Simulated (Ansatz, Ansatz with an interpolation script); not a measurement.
Rows from a G0W0 calculation on BiOCl (P4/nmm) (Ansatz 0.2.0; G0W0 on LDA, plane waves, PAW; PAW set soft_1; 4×4×2 mesh, 462 empty bands, screening to 150 eV, PAW set soft_1 files), in eV. Spin-orbit coupling is left out.

```tsv
row	k	band	start	Σx	Σc at the solution	Vxc
A	(0.000, 0.250, -0.500)	c1	11.578	-11.575	-3.747	-16.075
B	(0.000, 0.250, -0.500)	v1	7.430	-22.852	2.817	-19.648
C	(0.000, 0.000, -0.500)	c1	10.103	-9.909	-3.659	-14.192
D	(0.000, 0.250, -0.500)	c2	11.827	-11.099	-3.976	-15.852
E	(0.000, 0.000, -0.500)	c2	10.444	-9.521	-3.966	-14.189
F	(0.000, 0.000, -0.500)	v1	7.247	-21.101	2.745	-17.553
```

Question: Give the quasiparticle energies and the shift of each level.

The quasiparticle equation reads E = start + Σx + Σc(E) − Vxc.

```tsv
row	E (eV)	shift (eV)
A	12.331	+0.753
B	7.043	−0.387
C	10.727	+0.624
D	12.604	+0.777
E	11.147	+0.702
F	6.444	−0.803
```

The gap over the computed points goes from 2.58 eV to 3.68 eV.

Limits: not at the basis limit; no spin-orbit coupling; coarse k mesh.

[Paths, hosts, dates, memory and timing lines, banners, echoed tables and standing remarks are left out of the program output.]

[Logs are printed without paths, hosts, clocks, repeated set-up lines and the standing remarks that a program may print on its own settings, such as how far it seeks lower states.]

[Runs of the session that timed out or met a known fault of the program may be left out.]

[Hosts, paths, dates, database ids (printed as entryN), source tags and the programs' standing remarks are cut or masked in the printed files.]
